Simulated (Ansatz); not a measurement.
# Series on Zn2+ FSI- in sulfolane and diethyl carbonate, by density

How do energy, pressure, forces, levels, charges and cost follow the density?

Computed with Ansatz 0.2.0: Kohn-Sham DFT, PBE+D3(BJ), PAW (set soft_2). Every run is a single point, with the atoms held where the recipe put them (cutoff of the plane-wave runs 420 eV, fixed occupations).

First member: 5 sulfolane, 5 diethyl carbonate, 1 Zn2+, 2 FSI- placed at random, at 1.15 g/cm³; overlaps pushed apart, then 10 ps at 550 K with divalent ions of Li, Roberts, Chakravorty and Merz (J. Chem. Theory Comput. 9, 2733 (2013)); MMFF94 bonds, angles, torsions, charges and radii (Halgren, J. Comput. Chem. 17, 490 (1996)) in harmonic and 12-6 forms; charges of ions scaled by 0.8. Snapshot after 30 ps at 350 K and fixed volume.

Last member: 5 sulfolane, 5 diethyl carbonate, 1 Zn2+, 2 FSI- placed at random, at 1.53 g/cm³; overlaps pushed apart, then 10 ps at 550 K with divalent ions of Li, Roberts, Chakravorty and Merz (J. Chem. Theory Comput. 9, 2733 (2013)); MMFF94 bonds, angles, torsions, charges and radii (Halgren, J. Comput. Chem. 17, 490 (1996)) in harmonic and 12-6 forms; charges of ions scaled by 0.8. Snapshot after 30 ps at 350 K and fixed volume.

The members:

| density (g/cm³) | reduced formula | atoms | valence electrons | k-mesh | basis | density (g/cm³) |
| --- | --- | --- | --- | --- | --- | --- |
| 1.147 | ZnH90C45S9N2O33F4 | 184 | 572 | 1×1×1 | plane waves | 1.15 |
| 1.21 | ZnH90C45S9N2O33F4 | 184 | 572 | 1×1×1 | plane waves | 1.21 |
| 1.274 | ZnH90C45S9N2O33F4 | 184 | 572 | 1×1×1 | plane waves | 1.27 |
| 1.35 | ZnH90C45S9N2O33F4 | 184 | 572 | 1×1×1 | plane waves | 1.35 |
| 1.427 | ZnH90C45S9N2O33F4 | 184 | 572 | 1×1×1 | plane waves | 1.43 |
| 1.529 | ZnH90C45S9N2O33F4 | 184 | 572 | 1×1×1 | plane waves | 1.53 |

Each cell is one sample from a classical run, so sample-to-sample scatter enters every column; pressures lack the kinetic term, and hold the strain of bonds inside molecules, whose lengths the classical model set.

The input of the first member, without its atom lines; other members have their own cell and atoms, and may differ in mesh, basis and outputs:

```yaml
crystal:
  lattice:
    - [13.27828, 0.0, 0.0]
    - [0.0, 13.27828, 0.0]
    - [0.0, 0.0, 13.27828]
  atoms:
    [... 184 lines ...]
kpoints:
  mp_grid: { grid: [1, 1, 1] }
hamiltonian:
  xc: pbe
  dispersion: d3bj
scf:
  occupations: { method: fixed }
output:
  forces: true
  stress: true
  populations: true
  dos:
    method: { smearing: { sigma: 0.08 } }
    de: 0.1
    projected: { site_lists: { C: [C], F: [F], H: [H], "N": ["N"], O: [O] } }
  eigenvalues: true
  write_density: true
  write_potential: true
  volumetric_format: npy
```

**Question.** How do the results, the time and the memory go along the series?

Results; charges are mean Löwdin charges in e:

| density (g/cm³) | energy less the first member's (meV/atom) | pressure (GPa) | r.m.s. force (eV/Å) | gap (eV) | q(S) | q(Zn) | q(F) |
| --- | --- | --- | --- | --- | --- | --- | --- |
| 1.147 | 0.0 | 2.53 | 1.14 | 4.23 | +2.23 | +1.59 | -0.41 |
| 1.21 | -8.2 | 2.03 | 1.02 | 4.21 | +2.23 | +1.61 | -0.41 |
| 1.274 | -8.9 | 2.77 | 1.03 | 4.58 | +2.25 | +1.58 | -0.39 |
| 1.35 | -10.0 | 3.11 | 0.992 | 4.48 | +2.25 | +1.59 | -0.41 |
| 1.427 | -8.2 | 4.83 | 1.04 | 4.63 | +2.26 | +1.60 | -0.41 |
| 1.529 | -10.9 | 2.78 | 0.970 | 5.04 | +2.22 | +1.58 | -0.40 |

The gap is that between the highest filled and lowest empty Kohn-Sham level on the run's k-points, and semilocal functionals tend to put gaps under measured ones. Atoms aren't relaxed at this level, so pressure against density here is no equation of state. The projection misses up to 0.051 e an atom, so the charges add up to more than the cell's charge.

Cost on 8 threads of Arm Neoverse V2, shared host:

| density (g/cm³) | atoms | basis | k-mesh | SCF cycles | time | host memory (GiB) |
| --- | --- | --- | --- | --- | --- | --- |
| 1.147 | 184 | plane waves | 1×1×1 | 11 | 23 s | 3.4 |
| 1.21 | 184 | plane waves | 1×1×1 | 11 | 21 s | 3.3 |
| 1.274 | 184 | plane waves | 1×1×1 | 11 | 21 s | 3.1 |
| 1.35 | 184 | plane waves | 1×1×1 | 11 | 20 s | 3.0 |
| 1.427 | 184 | plane waves | 1×1×1 | 11 | 20 s | 2.9 |
| 1.529 | 184 | plane waves | 1×1×1 | 11 | 18 s | 2.6 |

Times include the outputs that each run asked for, on hosts shared with other jobs.

What the series shows: The energy against the first member is lowest at 1.53 g/cm³ (-10.9 meV/atom) and highest at 1.15 g/cm³ (0.0 meV/atom); each member is a single configuration. The gap is lowest at 1.21 g/cm³ (4.21 eV) and highest at 1.53 g/cm³ (5.04 eV), rising overall but not at every step; in single samples it varies with the configuration. The mean charge on S is lowest at 1.53 g/cm³ (+2.22 e) and highest at 1.43 g/cm³ (+2.26 e), with no steady trend. The pressure is lowest at 1.21 g/cm³ (2 GPa) and highest at 1.43 g/cm³ (4.8 GPa).

**Limits.** The network of contacts between molecules at the start is that of the classical potential that made the cell, and needn't be the one that DFT or experiment would give. The cells aren't relaxed by DFT, which could reorder their energies.

[Logs are printed without paths, hosts, clocks, repeated set-up lines and the standing remarks that a program may print on its own settings, such as how far it seeks lower states.]

[Hosts, paths, dates, database ids (printed as entryN), source tags and the programs' standing remarks are cut or masked in the printed files.]

[The MMFF94 radii named for the starting cell were scaled by 0.96; in molecules described by MMFF94, hydrogen bound to N, O or S took a small fixed 12-6 site in their place.]
